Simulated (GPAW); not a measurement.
# Ballistic transport through a Ti chain with a C atom bridging one bond, cheap and dear, part 3 of 3

Aim: T(E), conductance and thermopower of a Ti chain with a C atom bridging one bond, and what cheaper settings cost in accuracy.

GPAW 26.7.0; GPAW LCAO, PAW setups; Landauer transmission from Green's functions with principal layers (ASE), zero bias.

So far, transmission at the Fermi level (one spin): step 2 (GPAW, dzp, PBE, GPAW) 2.29; step 3 (basis szp(dzp), PBE, GPAW) 2.29; step 4 (basis sz(dzp), PBE, GPAW) 2.25; step 5 (RPBE) 2.24; step 8 (without potential alignment, PBE, GPAW) 2.29.

**9. Another change of settings**

A last run, with other settings again.

run.py

```python
import json
import numpy as np
from ase import Atoms
from ase.transport.calculators import TransportCalculator
from gpaw import GPAW, FermiDirac
from gpaw.lcao.tools import get_lcao_hamiltonian
from scipy.linalg import eigh

# The junction with lead layers at both ends, along the third cell vector
device = Atoms(
    ['Ti', 'Ti', 'Ti', 'Ti', 'Ti', 'Ti', 'Ti', 'C', 'Ti', 'Ti', 'Ti', 'Ti', 'Ti', 'Ti', 'Ti'],
    positions=[
        [4.50000, 4.50000, 1.15000],
        [4.50000, 4.50000, 3.45000],
        [4.50000, 4.50000, 5.75000],
        [4.50000, 4.50000, 8.05000],
        [4.50000, 4.50000, 10.35000],
        [4.50000, 4.50000, 12.65000],
        [4.50000, 4.50000, 14.95000],
        [5.65084, 4.50000, 16.20000],
        [4.50000, 4.50000, 17.45000],
        [4.50000, 4.50000, 19.75000],
        [4.50000, 4.50000, 22.05000],
        [4.50000, 4.50000, 24.35000],
        [4.50000, 4.50000, 26.65000],
        [4.50000, 4.50000, 28.95000],
        [4.50000, 4.50000, 31.25000]],
    cell=[[9.0, 0.0, 0.0], [0.0, 9.0, 0.0], [0.0, 0.0, 32.4]],
    pbc=True)

# One principal layer of the lead: the first 5 atoms of the device
lead = Atoms(
    ['Ti', 'Ti', 'Ti', 'Ti', 'Ti'],
    positions=[
        [4.50000, 4.50000, 1.15000],
        [4.50000, 4.50000, 3.45000],
        [4.50000, 4.50000, 5.75000],
        [4.50000, 4.50000, 8.05000],
        [4.50000, 4.50000, 10.35000]],
    cell=[[9.0, 0.0, 0.0], [0.0, 9.0, 0.0], [0.0, 0.0, 11.5]],
    pbc=True)

settings = dict(mode='lcao', basis='dzp', xc='PBE', h=0.2,
                occupations=FermiDirac(0.1), maxiter=5,
                mixer=dict(beta=0.1, nmaxold=8, weight=100.0),
                convergence=dict(density=0.0001))
energies = np.arange(-3, 3 + 1e-9, 0.075)
eta = 0.0001
n1, n2 = 1, 1
# k and -k transmit alike, so half of the mesh across the current serves
mesh = [(i, j) for i in range(n1) for j in range(n2) if (i, j) <= (-i % n1, -j % n2)]
weights = np.array([1 if (i, j) == (-i % n1, -j % n2) else 2 for i, j in mesh]) / (n1 * n2)


def ground_state(atoms, size, txt):
    atoms.calc = GPAW(kpts={'size': size, 'gamma': True}, symmetry={'tolerance': 1e-3}, txt=txt, **settings)
    atoms.get_potential_energy()
    return atoms.calc.get_fermi_level()


def blocks(atoms, fermi, points, nz, cells):
    """H - E_F S and S between cell 0 and the cells above it, at each point across the current."""
    kz = np.arange(nz) / nz
    calc = atoms.calc.fixed_density(kpts=[(*k, z) for k in points for z in kz], symmetry='off', txt=None)
    H, S = get_lcao_hamiltonian(calc)
    H = (H - fermi * S).reshape(len(H), len(points), nz, *S.shape[1:])
    S = S.reshape(H.shape[1:])
    phases = [np.exp(-2j * np.pi * kz * R) / nz for R in cells]
    return [(np.einsum('skzij,z->ksij', H, p), np.einsum('kzij,z->kij', S, p)) for p in phases]


def pair(a, b):
    return np.block([[a, b], [b.T.conj(), a]])


def count_channels(h, s, cells, nk=240):
    """Half the number of times that the lead's bands cross each energy, unfolded to its shortest repeat."""
    b = len(h) // cells
    bands = []
    for k in (np.arange(nk + 1) + 0.5) / nk:
        hk, sk = h[:b, :b].copy(), s[:b, :b].copy()
        for R in range(1, cells):
            phase, block = np.exp(2j * np.pi * k * R), slice(R * b, (R + 1) * b)
            hk += h[:b, block] * phase + (h[:b, block] * phase).T.conj()
            sk += s[:b, block] * phase + (s[:b, block] * phase).T.conj()
        bands.append(eigh(hk, sk, eigvals_only=True))
    below = np.array(bands)[:, :, None] < energies
    return (below[1:] != below[:-1]).sum((0, 1)) / 2


fermi_lead = ground_state(lead, (1, 1, 10), 'lead.txt')
fermi_device = ground_state(device, (1, 1, 3), 'device.txt')
T, channels, eigen, tail, misfit, shifts = [], [], [], 0.0, 0.0, []
for first in range(0, len(mesh), 493):
    points = [(i / n1, j / n2) for i, j in mesh[first:first + 493]]
    (H0k, S0k), (H1k, S1k), (H2k, _) = blocks(lead, fermi_lead, points, 5, range(3))
    [(Hk, Sk)] = blocks(device, fermi_device, points, 2, [0])
    tail = max(tail, abs(H2k).max())
    for H0, S0, H1, S1, H, S in zip(H0k, S0k, H1k, S1k, Hk, Sk):
        n = len(S0)
        # Shift the lead onto the potential of the device's first layer
        shift = ((H[:, 0, 0] - H0[:, 0, 0]) / S0[0, 0]).real.mean()
        shifts.append(shift)
        misfit = max(misfit, abs(H[:, :n, :n] - H0 - shift * S0).max())
        Tk, Ck, Ek = [], [], []
        for s in range(len(H)):
            t = s % len(H0)  # a lead without moments serves both spins
            h1, s1 = pair(H0[t] + shift * S0, H1[t] + shift * S1), pair(S0, S1)
            leads = dict(h1=h1, s1=s1, energies=energies, eta=eta, eta1=eta, eta2=eta)
            calc = TransportCalculator(h=H[s], s=S, eigenchannels=3, **leads)
            Tk.append(calc.get_transmission())
            Ek.append(np.sort(calc.eigenchannels_ne, axis=0)[::-1])
            Ck.append(count_channels(h1, s1, 10))
        T.append(Tk)
        channels.append(Ck)
        eigen.append(Ek)
T, channels = np.array(T), np.array(channels)
mean, open_channels = np.einsum('kse,k->se', T, weights), np.einsum('kse,k->se', channels, weights)

print(f'basis functions: device {len(S)}, principal layer {n}')
print(f'Fermi level: lead {fermi_lead:.4f} eV, device {fermi_device:.4f} eV; lead shifted by {np.mean(shifts):.4f} eV')
print(f'largest coupling past the next layer {tail:.2e} eV, largest misfit of the first layer {misfit:.3f} eV')
print('  E-E_F (eV)   ' + 'T (one spin)  channels')
for e, t, c in zip(energies, mean.T, open_channels.T):
    print(f'{e:10.3f}  ', *[f'{x:11.4e}' for x in t], *[f'{x:9.4f}' for x in c])

kT = 8.617333e-5 * 300
fine = np.linspace(energies[0], energies[-1], 4001)
both = np.exp(np.interp(fine, energies, np.log(np.maximum(mean.sum(0) * 2 / len(mean), 1e-30))))
fermi = lambda mu: 1 / (1 + np.exp(np.clip((fine - mu) / kT, -200, 200)))
slope = fermi(0) * (1 - fermi(0)) / kT
G = np.trapezoid(both * slope, fine) / 2
seebeck = -np.trapezoid(both * slope * fine, fine) / (2 * G * 300) * 1e6
print(f'conductance at 300 K: {G:.5g} G0 a cell; thermopower {seebeck:.4g} uV/K')
bias = [0.1, 0.2, 0.5, 1.0, 1.5, 2.0]
current = [38.74 * np.trapezoid(both * (fermi(V / 2) - fermi(-V / 2)), fine) for V in bias]
for V, I in zip(bias, current):
    print(f'current from the zero-bias T(E) at {V} V: {I:.5g} uA')
zero = abs(energies).argmin()
json.dump(dict(energies=energies.tolist(), T=mean.tolist(), channels=open_channels.tolist(), G=G, seebeck=seebeck,
               bias=bias, current=current, tail=tail, misfit=misfit, shift=np.mean(shifts), n_device=len(S), n_lead=n,
               fermi=[fermi_lead, fermi_device], energy=device.get_potential_energy(),
               moments=device.get_magnetic_moments().tolist(), mesh=mesh, weights=weights.tolist(),
               T_k=T[:, :, zero].tolist(), eigen=np.array(eigen[0]).tolist()), open('result.json', 'w'))
```

Started as:

```console
$ OMP_NUM_THREADS=1 OPENBLAS_NUM_THREADS=1 python run.py
```

The program printed:

```text
gpaw.KohnShamConvergenceError
```

Wall time 22 s (1 thread of Arm Neoverse N1, shared host); peak memory 0.47 GiB.

The run stopped without converging, so none of its numbers is a property of the system.

The fault put into the input: too few SCF iterations (maxiter = 5).

**10. What came out**

- conductance: 2.37 G₀
- transmission at the Fermi level, mean of the spins: 2.29

In words: In the dzp basis the junction conducts 2.37 G₀ at 300 K, with T = 2.29 a spin at the Fermi level; the sz basis reaches that conductance within 10 %. At the Fermi level the three most open eigenchannels pass 0.99, 0.64 and 0.54. Measured against the first run (dzp), the nearest curve is that of dzp-RPBE (r.m.s. 0.15) and the farthest that of sz (0.46). Over the compared runs wall time goes from 135 s (sz) to 343 s (dzp), on a shared host. The geometry was built from estimated bond lengths and not relaxed, so the numbers describe this model structure. The run had no spin polarisation, so a magnetic state, which chains and small molecules with open shells often have, wasn't tested. An evenly spaced straight chain is an idealisation: free chains tend to dimerise, zigzag or, where a band edge lies near the Fermi level, turn magnetic. The currents use the zero-bias T(E) throughout, which holds only while the bias is small against the distance to the nearest feature. Within about eight thermal energies of the Fermi level ln T(E) bends sharply from one computed energy to the next, or the lead's channel count changes, so the thermal averages, above all the thermopower, rest on an interpolation that may be rough.

[Logs are printed without paths, hosts, clocks, repeated set-up lines and the standing remarks that a program may print on its own settings, such as how far it seeks lower states.]

[Hosts, paths, dates, database ids (printed as entryN), source tags and the programs' standing remarks are cut or masked in the printed files.]
